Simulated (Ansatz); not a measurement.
# Localised basis functions on glassy 71SiO2-29BaO (mol %) (65 atoms), part 2 of 3

Wanted: errors and times of a linear-scaling basis for glassy 71SiO2-29BaO (mol %) (65 atoms). A setting counts as converged where the r.m.s. difference of forces stays under 1 % of the r.m.s. force.

Ansatz 0.2.0; Kohn-Sham DFT, PBE, PAW (set soft_2), plane waves.

The cell: 17 Si, 7 Ba and 41 O. The quench rate of 100 K/ps is orders of magnitude faster than experiment. The starting topology of bonds comes from the classical model. Only the Γ point is sampled, in a cell whose shortest periodic width is 10 Å. No spin–orbit coupling is included.

So far. Step 4 (Support functions medium): Forces differ from the reference by 0.64 meV/Å r.m.s., 0.048 % of their size, well within a tolerance of 1 %; the energy by -0.83 meV/atom. It took 7.8 times the reference's time (shared host, so rough). The two runs also began from different starting densities, which bears on cycles and time. Step 5 (Support functions low): Forces differ from the reference by 0.76 meV/Å r.m.s., 0.057 % of their size, well within a tolerance of 1 %; the energy by -0.87 meV/atom.

**6. Support functions high**

With localised support functions most steps grow linearly with size, though the diagonalisation grows faster unless the density matrix is cut; this run measures error and cost at this size.

This step: Kohn-Sham DFT, PBE, PAW (set soft_2), localised support functions (high) (Ansatz 0.2.0).

input.yaml reads:

```yaml
crystal:
  lattice:
    - [10.03371, 0.0, 0.0]
    - [0.0, 10.03371, 0.0]
    - [0.0, 0.0, 10.03371]
  atoms:
    [... the 65 atom lines of step 2 ...]
kpoints:
  mp_grid: { grid: [1, 1, 1] }
hamiltonian:
  xc: pbe
scf:
  occupations: { method: fixed }
  eigensolver: { kind: { support_functions: { accuracy: high } } }
  max_iter: 150
output:
  forces: true
  eigenvalues: true
```

On the command line:

```sh
$ ansatz run input.yaml --threads 4 --pin off --max-ram 8192MiB --backend cpu --events-out ev --progress --plain --runs-dir out
```

Numbers of over 12 decimals in the logs are rounded to 6 here.

The program printed:

```text
Warning: scf.eigensolver.kind.support_functions: disabling space-group detection — the functions' gradient is summed over unrotated k-points, so no spatial operation reduces the k-mesh or symmetrises the density; time reversal is kept, so that k and −k are solved as one point where they differ and the mesh holds both, and exact exchange and, on two spinor components, a DFT+U term hold to it where the run has them: [...]
Warning: basis.ecutwfc = 631 eV, auto-derived: no grid that the accuracy of the support functions lays serves the files at the lower one that their records recommend; a deck with other species or settings can derive another value
settings of this run that can trade accuracy for cost: scf.eigensolver.kind.support_functions [...]
Engine: ansatz 0.2.0, x86_64-unknown-linux-gnu
Pseudopotentials: kind: paw
Pseudopotential: Si, paw, valence charge 4, recommended cutoff 420 eV (normal), Si.paw.azcp
Pseudopotential: Ba, paw, valence charge 10, recommended cutoff 420 eV (normal), Ba.paw.azcp
Pseudopotential: O, paw, valence charge 6, recommended cutoff 420 eV (normal), O.paw.azcp
[... 5 lines on functional and potentials left out ...]
Error: memory limit exceeded: the `scf loop` phase needs 9.30 GiB against the run's memory maximum of 8.00 GiB; largest carriers: support functions 7.59 GiB, density mixer 0.52 GiB, unmodelled-tail allowance 0.36 GiB, ion tables 0.35 GiB, iteration grids 0.14 GiB; this run sums exchange and correlation above basis.xc_grid: [...]
with nothing else changed it takes a maximum of at least 9.31 GiB, with nothing to spare, and 10.24 GiB leaves up to a tenth: --max-ram 10.24GiB where that set the maximum, else more of the term that did, and with no share typed, where 10.24 GiB is over 0.88 of the host's memory or its container's limit, [...]
```

Wall time 6.4 s (4 threads of AMD EPYC 7B13 (Zen 3), shared host); peak memory 0.52 GiB; 20 s of CPU time.

The input was rejected at the start.

The program's message: “Error: memory limit exceeded: the `scf loop` phase needs 9.30 GiB against the run's memory maximum of 8.00 GiB; largest carriers: support functions 7.59 GiB, density mixer 0.52 GiB, unmodelled-tail al …”

The refusal is over memory: the job needs 9.30 GiB where 8.00 GiB were allowed.

**7. Support functions high**

After the refusal for memory the run is tried again with basis.xc_grid typed, in the hope of saving memory. Against the reference, the basis becomes support functions and the exchange-correlation grid changes.

Edit input.yaml of step 6 so:

```diff
@@ -18 +18,3 @@
   eigenvalues: true
+basis:
+  xc_grid: 1
```

The program printed:

```text
Warning: scf.eigensolver.kind.support_functions: disabling space-group detection — the functions' gradient is summed over unrotated k-points, so no spatial operation reduces the k-mesh or symmetrises the density; time reversal is kept, so that k and −k are solved as one point where they differ and the mesh holds both, and exact exchange and, on two spinor components, a DFT+U term hold to it where the run has them: [...]
Warning: basis.ecutwfc = 631 eV, auto-derived: no grid that the accuracy of the support functions lays serves the files at the lower one that their records recommend; a deck with other species or settings can derive another value
Warning: support functions under the default level of basis.xc_grid: at basis.xc_grid: 1 exchange and correlation are summed on fewer points, where forces can miss the bounds of the functions' level; take no difference of energies between a run at 1 and one at another level, and run at basis.xc_grid: [...]
settings of this run that can trade accuracy for cost: scf.eigensolver.kind.support_functions [...]
Engine: ansatz 0.2.0, x86_64-unknown-linux-gnu
Pseudopotentials: kind: paw
Pseudopotential: Si, paw, valence charge 4, recommended cutoff 420 eV (normal), Si.paw.azcp
Pseudopotential: Ba, paw, valence charge 10, recommended cutoff 420 eV (normal), Ba.paw.azcp
Pseudopotential: O, paw, valence charge 6, recommended cutoff 420 eV (normal), O.paw.azcp
[... 5 lines on functional and potentials left out ...]
Error: memory limit exceeded: the `scf loop` phase needs 9.26 GiB against the run's memory maximum of 8.00 GiB; largest carriers: support functions 7.59 GiB, density mixer 0.52 GiB, unmodelled-tail allowance 0.36 GiB, iteration grids 0.32 GiB, ion tables 0.20 GiB; wavefunction blocks cannot be spilled: a run on support functions holds no wavefunction block
with nothing else changed it takes a maximum of at least 9.27 GiB, with nothing to spare, and 10.19 GiB leaves up to a tenth: --max-ram 10.19GiB where that set the maximum, else more of the term that did, and with no share typed, where 10.19 GiB is over 0.88 of the host's memory or its container's limit, [...]
```

It took 6.5 s on 4 threads; peak memory 0.51 GiB.

The program refused the input before any cycle.

The program's message: “Error: memory limit exceeded: the `scf loop` phase needs 9.26 GiB against the run's memory maximum of 8.00 GiB; largest carriers: support functions 7.59 GiB, density mixer 0.52 GiB, unmodelled-tail al …”

The refusal is over memory: the job needs 9.26 GiB where 8.00 GiB were allowed.

**8. Support functions medium, spacing 0.33 Å**

The grid spacing sets how fine a wave the support functions can hold. Besides, the program derives a nominal cutoff of 464 eV for this run, against the reference's 750.

This step: Kohn-Sham DFT, PBE, PAW (set soft_2), localised support functions (medium) (Ansatz 0.2.0).

input.yaml, the sections that differ from step 7:

```yaml
scf:
  occupations: { method: fixed }
  eigensolver: { kind: { support_functions: { accuracy: medium, spacing: 0.33 } } }
  max_iter: 150
# crystal, kpoints, hamiltonian, output: as in step 7
# basis: removed
```

The program printed:

```text
[...]
Crystal: 65 atoms, lattice volume = 1010.147 Å³
Basis set: ecut = 464 eV, 22983 PW (Γ), exchange–correlation on 144×144×144 points (8 copies of the dense FFT grid, shifted against one another)
Bands: 231, of which v1, the nominal top of the filled ones, is band 192 counted from 1 (191 counted from 0)
Symmetry: 1 space group operations
k-points: 1
[...]
SCF iter   1: F=—  HF=-75790.348283 eV  |F-HF|=—  |Δ(HF+E_count)|=         —  Δρ=9.12e-2  dr2=1.18e2  ethr=1.00e-1
[...]
SCF iter  16: F=-75795.732171 eV  HF=-75795.732171 eV  |F-HF|=8.31e-8  |Δ(HF+E_count)|=   2.98e-7  Δρ=2.80e-6  dr2=2.18e-7  ethr=4.32e-10
SCF 1 converged in 16 iterations: F = -75795.758915 eV  dr2 = 2.18e-7
[...]
SCF converged after 16 iterations
[...]
Free energy (F): -75795.758915 eV
[...]
Internal energy: -75795.758915 eV  (E = F + TS)
E sigma→0 (E₀):  -75795.758915 eV
Fermi energy:    4.853540 eV
[...]
--- Forces (eV/Å), atoms counted from 1 ---
  atom   1  Si     0.67032695     3.07521120     1.76696385
  atom   2  Si     0.89171905     0.27886782     5.05158780
  atom   3  Si     0.32322631    -0.05464542    -2.14865348
  atom   4  Si    -0.76884053     0.61510971     0.17636065
  atom   5  Si    -1.82364967     3.39621393     0.89417601
  atom   6  Si     1.51418501     0.28376970    -0.01348246
  atom   7  Si     0.52084047     0.30004401     1.50722667
  atom   8  Si     1.18675045     2.21201125     1.80112916
  atom   9  Si    -1.23325139     0.37547043    -0.93972563
  atom  10  Si     0.61968373     0.85932385    -0.91770090
  atom  11  Si     0.63319470     0.83171956     0.75677771
  atom  12  Si    -0.24327357     1.80334777     1.14788828
  atom  13  Si     0.41284001    -1.62227939    -2.68591099
  atom  14  Si    -0.69601100     1.40977852    -1.13506459
[...]
atom  64  O     -0.57624962    -1.73311970    -0.61137344
  atom  65  O      1.13232823     0.94870262     0.95754312
  max |Σ_I F_I| component: 2.40e-1 eV/Å
--- Band table (eV) ---
[...]
```

Run time: 47 s. Hardware: 4 threads; peak memory 1.7 GiB; 2.9 min of CPU time.

The program notes that the forces don't sum to zero within tolerance and the grid leaves an egg-box force.

Forces differ from the reference by 30 meV/Å r.m.s., 2.2 % of their size, over a tolerance of 1 %; the energy by -7.4 meV/atom. It took 3.6 times the reference's time (shared host, so rough). The two runs also began from different starting densities, which bears on cycles and time. The setting is coarser than the default on purpose.

**9. Support functions medium, spacing 0.275 Å**

The grid spacing sets how fine a wave the support functions can hold. Besides, the program derives a nominal cutoff of 464 eV for this run, against the reference's 750.

input.yaml, the sections that differ from step 8:

```yaml
scf:
  occupations: { method: fixed }
  eigensolver: { kind: { support_functions: { accuracy: medium, spacing: 0.275 } } }
  max_iter: 150
# crystal, kpoints, hamiltonian, output: as in step 8
```

The program printed:

```text
[...]
Crystal: 65 atoms, lattice volume = 1010.147 Å³
Basis set: ecut = 464 eV, 22983 PW (Γ), exchange–correlation on 144×144×144 points (8 copies of the dense FFT grid, shifted against one another)
Bands: 231, of which v1, the nominal top of the filled ones, is band 192 counted from 1 (191 counted from 0)
Symmetry: 1 space group operations
k-points: 1
[...]
SCF iter   1: F=—  HF=-75790.702139 eV  |F-HF|=—  |Δ(HF+E_count)|=         —  Δρ=9.12e-2  dr2=1.18e2  ethr=1.00e-1
[...]
SCF iter  16: F=-75795.342712 eV  HF=-75795.342712 eV  |F-HF|=4.10e-7  |Δ(HF+E_count)|=   2.61e-6  Δρ=4.27e-6  dr2=7.06e-7  ethr=1.21e-9
SCF 1 converged in 16 iterations: F = -75795.369866 eV  dr2 = 7.06e-7
[...]
SCF converged after 16 iterations
[...]
Free energy (F): -75795.369866 eV
[...]
Internal energy: -75795.369866 eV  (E = F + TS)
E sigma→0 (E₀):  -75795.369866 eV
Fermi energy:    4.856015 eV
[...]
--- Forces (eV/Å), atoms counted from 1 ---
  atom   1  Si     0.63559925     3.07022229     1.76411952
  atom   2  Si     0.90002034     0.27958646     5.04933527
  atom   3  Si     0.33105442    -0.06604117    -2.12696022
  atom   4  Si    -0.77522980     0.61597023     0.20132485
  atom   5  Si    -1.81907983     3.38866004     0.92645489
  atom   6  Si     1.51002624     0.28472274    -0.00736120
  atom   7  Si     0.52987457     0.29887237     1.51391243
  atom   8  Si     1.18252550     2.21046951     1.79043279
  atom   9  Si    -1.24274342     0.39869367    -0.94276578
  atom  10  Si     0.61768609     0.85992401    -0.92301635
  atom  11  Si     0.64357795     0.83397341     0.76210879
  atom  12  Si    -0.25943933     1.78603798     1.14997190
  atom  13  Si     0.41341522    -1.61503931    -2.68485455
  atom  14  Si    -0.69287364     1.40817909    -1.14060739
[...]
atom  64  O     -0.62579053    -1.72487345    -0.64463667
  atom  65  O      1.08132130     1.00094701     0.90451571
  max |Σ_I F_I| component: 4.96e-3 eV/Å
--- Band table (eV) ---
[...]
```

It took 68 s on 4 threads; peak memory 2.2 GiB.

Forces differ from the reference by 3.6 meV/Å r.m.s., 0.27 % of their size, well within a tolerance of 1 %; the energy by -1.4 meV/atom. It took 5.2 times the reference's time (shared host, so rough). The two runs also began from different starting densities, which bears on cycles and time. The setting is coarser than the default on purpose.

**10. Support functions medium, spacing 0.238 Å**

The grid spacing sets how fine a wave the support functions can hold. Besides, the program derives a nominal cutoff of 464 eV for this run, against the reference's 750.

input.yaml, the sections that differ from step 9:

```yaml
scf:
  occupations: { method: fixed }
  eigensolver: { kind: { support_functions: { accuracy: medium, spacing: 0.238 } } }
  max_iter: 150
# crystal, kpoints, hamiltonian, output: as in step 9
```

The program printed:

```text
[...]
Crystal: 65 atoms, lattice volume = 1010.147 Å³
Basis set: ecut = 464 eV, 22983 PW (Γ), exchange–correlation on 144×144×144 points (8 copies of the dense FFT grid, shifted against one another)
Bands: 231, of which v1, the nominal top of the filled ones, is band 192 counted from 1 (191 counted from 0)
Symmetry: 1 space group operations
k-points: 1
[...]
SCF iter   1: F=—  HF=-75790.707045 eV  |F-HF|=—  |Δ(HF+E_count)|=         —  Δρ=9.12e-2  dr2=1.18e2  ethr=1.00e-1
[...]
SCF iter  16: F=-75795.348930 eV  HF=-75795.348931 eV  |F-HF|=4.05e-7  |Δ(HF+E_count)|=   2.44e-6  Δρ=4.20e-6  dr2=6.97e-7  ethr=1.21e-9
SCF 1 converged in 16 iterations: F = -75795.376243 eV  dr2 = 6.97e-7
[...]
SCF converged after 16 iterations
[...]
Free energy (F): -75795.376243 eV
[...]
Internal energy: -75795.376243 eV  (E = F + TS)
E sigma→0 (E₀):  -75795.376243 eV
Fermi energy:    4.856085 eV
[...]
--- Forces (eV/Å), atoms counted from 1 ---
  atom   1  Si     0.63727212     3.06681962     1.76354275
  atom   2  Si     0.90427150     0.28150471     5.04334050
  atom   3  Si     0.32838162    -0.06845612    -2.12551225
  atom   4  Si    -0.77541634     0.61693950     0.20196871
  atom   5  Si    -1.81698857     3.38246248     0.92527199
  atom   6  Si     1.50515095     0.28116299    -0.00837215
  atom   7  Si     0.53509674     0.29808394     1.51073401
  atom   8  Si     1.17890515     2.20448819     1.78882603
  atom   9  Si    -1.24288504     0.39967380    -0.94063313
  atom  10  Si     0.61899988     0.85943580    -0.92532523
  atom  11  Si     0.64081001     0.83413253     0.75780095
  atom  12  Si    -0.26021813     1.78159324     1.14491092
  atom  13  Si     0.41408078    -1.61139338    -2.68316576
  atom  14  Si    -0.69126208     1.40185463    -1.13694885
[...]
atom  64  O     -0.62493723    -1.72179109    -0.64297662
  atom  65  O      1.07794404     1.00068348     0.90246179
  max |Σ_I F_I| component: 5.16e-3 eV/Å
--- Band table (eV) ---
[...]
```

Wall time 66 s (4 threads); peak memory 2.2 GiB; 4.2 min of CPU time.

Forces differ from the reference by 1.4 meV/Å r.m.s., 0.10 % of their size, well within a tolerance of 1 %; the energy by -1.5 meV/atom. It took 5.1 times the reference's time (shared host, so rough). The two runs also began from different starting densities, which bears on cycles and time. The setting is coarser than the default on purpose.

**11. Support functions medium, spacing 0.211 Å**

The grid spacing sets how fine a wave the support functions can hold. Besides, the program derives a nominal cutoff of 464 eV for this run, against the reference's 750.

input.yaml, the sections that differ from step 10:

```yaml
scf:
  occupations: { method: fixed }
  eigensolver: { kind: { support_functions: { accuracy: medium, spacing: 0.211 } } }
  max_iter: 150
# crystal, kpoints, hamiltonian, output: as in step 10
```

The program printed:

```text
[...]
Crystal: 65 atoms, lattice volume = 1010.147 Å³
Basis set: ecut = 464 eV, 22983 PW (Γ), exchange–correlation on 144×144×144 points (8 copies of the dense FFT grid, shifted against one another)
Bands: 231, of which v1, the nominal top of the filled ones, is band 192 counted from 1 (191 counted from 0)
Symmetry: 1 space group operations
k-points: 1
[...]
SCF iter   1: F=—  HF=-75790.691077 eV  |F-HF|=—  |Δ(HF+E_count)|=         —  Δρ=9.12e-2  dr2=1.18e2  ethr=1.00e-1
[...]
SCF iter  16: F=-75795.402002 eV  HF=-75795.402002 eV  |F-HF|=4.23e-7  |Δ(HF+E_count)|=   3.15e-6  Δρ=4.49e-6  dr2=7.29e-7  ethr=1.22e-9
SCF 1 converged in 16 iterations: F = -75795.428751 eV  dr2 = 7.29e-7
[...]
SCF converged after 16 iterations
[...]
Free energy (F): -75795.428751 eV
[...]
Internal energy: -75795.428751 eV  (E = F + TS)
E sigma→0 (E₀):  -75795.428751 eV
Fermi energy:    4.856175 eV
[...]
Σ components = -75795.428751   (vs F -75795.428751, Δ=0.00e0)
--- Forces (eV/Å), atoms counted from 1 ---
  atom   1  Si     0.63770794     3.06600900     1.76316142
  atom   2  Si     0.90563402     0.28145170     5.04170212
  atom   3  Si     0.32766981    -0.06899738    -2.12494004
  atom   4  Si    -0.77558199     0.61663828     0.20229353
[...]
atom  65  O      1.07577324     1.00054207     0.90137647
  max |Σ_I F_I| component: 6.18e-3 eV/Å
--- Band table (eV) ---
[...]
```

Wall time 63 s (4 threads); peak memory 2.1 GiB.

Keys that differ from the reference: basis.ecutwfc removed, support_functions.accuracy = "medium", support_functions.spacing = 0.211 and scf.max_iter = 150.

Forces differ from the reference by 0.86 meV/Å r.m.s., 0.064 % of their size, well within a tolerance of 1 %; the energy by -2.3 meV/atom. It took 4.9 times the reference's time (shared host, so rough). The two runs also began from different starting densities, which bears on cycles and time.

**12. Support functions medium, spacing 0.165 Å**

The grid spacing sets how fine a wave the support functions can hold. Besides, the program derives a nominal cutoff of 464 eV for this run, against the reference's 750.

input.yaml, the sections that differ from step 11:

```yaml
scf:
  occupations: { method: fixed }
  eigensolver: { kind: { support_functions: { accuracy: medium, spacing: 0.165 } } }
  max_iter: 150
# crystal, kpoints, hamiltonian, output: as in step 11
```

The program printed:

```text
[...]
Crystal: 65 atoms, lattice volume = 1010.147 Å³
Basis set: ecut = 464 eV, 22983 PW (Γ), exchange–correlation on 180×180×180 points (8 copies of the dense FFT grid, shifted against one another)
Bands: 231, of which v1, the nominal top of the filled ones, is band 192 counted from 1 (191 counted from 0)
Symmetry: 1 space group operations
k-points: 1
[...]
SCF iter   1: F=—  HF=-75790.791424 eV  |F-HF|=—  |Δ(HF+E_count)|=         —  Δρ=9.11e-2  dr2=1.18e2  ethr=1.00e-1
[...]
SCF iter  15: F=—  HF=-75795.312652 eV  |F-HF|=—  |Δ(HF+E_count)|=   2.01e-3  Δρ=2.04e-5  dr2=4.04e-6  ethr=2.48e-9  κ⁻¹=2.1e-5(r=7)
SCF iter  16: F=-75795.312651 eV  HF=-75795.312651 eV  |F-HF|=1.91e-7  |Δ(HF+E_count)|=   1.34e-6  Δρ=3.54e-6  dr2=4.53e-7  ethr=1.05e-9
SCF 1 converged in 16 iterations: F = -75795.339864 eV  dr2 = 4.53e-7
[...]
SCF converged after 16 iterations
[...]
Free energy (F): -75795.339864 eV
[...]
Internal energy: -75795.339864 eV  (E = F + TS)
E sigma→0 (E₀):  -75795.339864 eV
Fermi energy:    4.856171 eV
[...]
Σ components = -75795.339864   (vs F -75795.339864, Δ=0.00e0)
--- Forces (eV/Å), atoms counted from 1 ---
  atom   1  Si     0.63768159     3.06613496     1.76320425
  atom   2  Si     0.90607125     0.28232320     5.04142776
  atom   3  Si     0.32779322    -0.06864939    -2.12544876
  atom   4  Si    -0.77530834     0.61789525     0.20208806
[...]
atom  65  O      1.07641226     1.00111856     0.90100937
  max |Σ_I F_I| component: 6.82e-3 eV/Å
--- Band table (eV) ---
[...]
```

It took 2.4 min on 4 threads; peak memory 4.6 GiB; 9.1 min of CPU time.

Keys that differ from the reference: basis.ecutwfc removed, support_functions.accuracy = "medium", support_functions.spacing = 0.165 and scf.max_iter = 150.

Forces differ from the reference by 0.65 meV/Å r.m.s., 0.048 % of their size, well within a tolerance of 1 %; the energy by -0.91 meV/atom. It took 11 times the reference's time (shared host, so rough). The two runs also began from different starting densities, which bears on cycles and time.

[end of part 2 of 3]

[Logs are printed without paths, hosts, clocks, repeated set-up lines and the standing remarks that a program may print on its own settings, such as how far it seeks lower states.]

[Hosts, paths, dates, database ids (printed as entryN), source tags and the programs' standing remarks are cut or masked in the printed files.]
